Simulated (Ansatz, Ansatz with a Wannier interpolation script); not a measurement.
Planning a run of Ansatz 0.2.0 on GaN (P6_3mc). The input:

```yaml
crystal:
  lattice:
    - [3.18, 0.0, 0.0]
    - [-1.59, 2.75396078, 0.0]
    - [0.0, 0.0, 5.166]
  atoms:
    - { symbol: Ga, position: [0.33333333, 0.66666667, 0.0] }
    - { symbol: Ga, position: [0.66666667, 0.33333333, 0.5] }
    - { symbol: "N", position: [0.33333333, 0.66666667, 0.375] }
    - { symbol: "N", position: [0.66666667, 0.33333333, 0.875] }
kpoints:
  mp_grid: { grid: [3, 3, 2] }
hamiltonian:
  xc: lda
  pseudopotentials: { kind: paw, azcp: { folder: "./paw" } }
scf:
  occupations: { method: fixed }
gw:
  n_empty_bands: 207
  ecut_chi: 160.0
  qp_bands: [v6, c2]
  screening: { model: contour_deformation }
```

The database entry behind the starting cell differs from later determinations by our own check (about 0.3 % short, ideal inner coordinate), so it need not match the best structure at ambient conditions.

```sh
ansatz run input.yaml --threads 3 --pin off --max-ram 92160MiB --backend cuda --events-out ev --progress --plain --runs-dir out --devices 1 --max-vram 13GiB
```

Q: Estimate wall time and host memory on 1 × NVIDIA H100 80GB HBM3 (shared by 6 runs) with 3 threads of AMD EPYC 7R13 (Zen 3), shared host.

It took 17 s; on shared hardware allow 8.7 s to 35 s. Peak host memory was 1.0 GiB. The sizes that set the cost: 881 plane waves a state, 6 irreducible k points, 225 bands summed, 197 plane waves in the screening and 8 SCF cycles.

The screening grows as filled bands × empty bands × pairs of k points, times the square of the screening basis for the matrix.

[Paths, hosts, dates, memory and timing lines, banners, echoed tables and standing remarks are left out of the program output.]

[Logs are printed without paths, hosts, clocks, repeated set-up lines and the standing remarks that a program may print on its own settings, such as how far it seeks lower states.]

[Runs of the session that timed out or met a known fault of the program may be left out.]

[Hosts, paths, dates, database ids (printed as entryN), source tags and the programs' standing remarks are cut or masked in the printed files.]
